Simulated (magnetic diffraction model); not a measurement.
# Solving a magnetic structure from powder neutron data: Cu₃Pb₂S₃O₂

Space group Cmmm (no. 65), a = 4.4800 Å, b = 21.8970 Å, c = 3.9940 Å.

```
site  atom    x       y    z
  4j    Pb    0  0.3976  1/2
  2a    Cu    0       0    0
  4i    Cu  1/2  0.3015    0
  2b     S  1/2       0    0
  4i     S    0  0.2973    0
  4i     O    0  0.1021    0
```

The compound is invented for this exercise: a known structure type with other elements, its cell scaled to their sizes and not relaxed.

Only Cu is taken to order (form factors of Cu2+); orders and moment sizes are assumed, and not adapted to the symmetry. Radiation: neutrons of λ = 1.8 Å, 1.5° to 45°; isotropic B of 0.39 Å² (Pb), 0.41 Å² (Cu), 0.58 Å² (S) and 0.61 Å² (O). Simulated constant-wavelength pattern: nuclear and magnetic terms add, the magnetic one as |2.695 fm × Σ f S⊥ exp(2πi Q·r) exp(−B s²)|², summed over all Q at one angle with the factor 1/(sin²θ cos θ). For a modulated order the moment at position r is S exp(−2πi k·r) + c.c., with S = m/2 for a sine wave of amplitude m and S = m(u + iv)/2 for moments turning in a plane, u and v being orthogonal unit vectors in it; the phase factor of the sum at Q = H + k is then exp(2πi H·r). Free-ion form factors, Sears's scattering lengths of 1992, no absorption; a label names one of the reflections at its angle. The strongest nuclear line in the range is 100, and lines under 0.2 are left out.

Above the ordering temperature:

```csv
2θ (°),index,I
9.43,(0 2 0),1.4
18.93,(0 4 0),6.0
23.66,(1 1 0),0.6
26.05,(0 0 1),25.6
27.76,(0 2 1),5.4
28.55,(0 6 0),1.1
32.39,(0 4 1),30.0
33.40,(1 5 0),25.5
35.48,(1 1 1),100.0
38.06,(1 3 1),16.5
38.39,(0 8 0),0.7
39.03,(0 6 1),20.6
42.84,(1 5 1),16.3
```

Below it (cell unchanged):

```csv
2θ (°),I
4.61,14.5
9.43,1.4
10.50,0.2
18.93,6.0
19.10,0.5
19.49,0.4
23.66,0.6
26.05,25.6
26.46,1.4
27.76,5.4
28.55,1.1
30.25,0.5
32.39,30.0
32.50,0.4
32.74,0.4
33.40,25.5
35.48,100.0
36.94,0.3
38.06,16.5
38.39,0.7
38.85,0.2
39.03,20.6
39.32,0.2
40.33,0.7
42.84,16.3
```

**Question.** Find the propagation vector, then choose among these models:
A. moments turning in the plane of [001] and [100], 0.82 μB on Cu; signs + at (0, 0, 0), + at (1/2, 0.3015, 0), + at (0, 0.1985, 0)
B. a sine wave with moments along [001] (amplitudes given), 0.82 μB on Cu; signs + at (0, 0, 0), + at (1/2, 0.3015, 0), + at (0, 0.1985, 0)
C. moments turning in the plane of [100] and [010], 0.82 μB on Cu; signs + at (0, 0, 0), + at (1/2, 0.3015, 0), + at (0, 0.1985, 0)
D. a sine wave with moments along [010] (amplitudes given), 0.82 μB on Cu; signs + at (0, 0, 0), + at (1/2, 0.3015, 0), + at (0, 0.1985, 0)

The new lines index as (1/5 0 0) at 4.61°, (4/5 1 0) at 19.10°, (1/5 4 0) at 19.49° and (1/5 0 1) at 26.46°, that is as H ± k with k = (1/5 0 0). Satellites come in pairs about each point of the reciprocal lattice.

Magnetic intensity, observed (below minus above) and for each model:

| 2θ (°) | index | observed | A | B | C | D |
| --- | --- | --- | --- | --- | --- | --- |
| 4.61 | (1/5 0 0) | 14.5 | 14.5 | 14.5 | 14.5 | 14.5 |
| 19.49 | (1/5 4 0) | 0.4 | 0.8 | 0.4 | 0.4 | <0.2 |
| 26.46 | (1/5 0 1) | 1.4 | 0.7 | <0.2 | 1.4 | 0.7 |
| 30.25 | (4/5 5 0) | 0.5 | 0.8 | 0.5 | 0.5 | <0.2 |
| 40.33 | (4/5 5 1) | 0.7 | 0.7 | 0.3 | 0.7 | 0.3 |

Model C matches.

The structure used: k = (1/5 0 0), moments turning in the plane of [100] and [010], 0.82 μB on Cu; signs + at (0, 0, 0), + at (1/2, 0.3015, 0), + at (0, 0.1985, 0).

[Logs are printed without paths, hosts, clocks, repeated set-up lines and the standing remarks that a program may print on its own settings, such as how far it seeks lower states.]
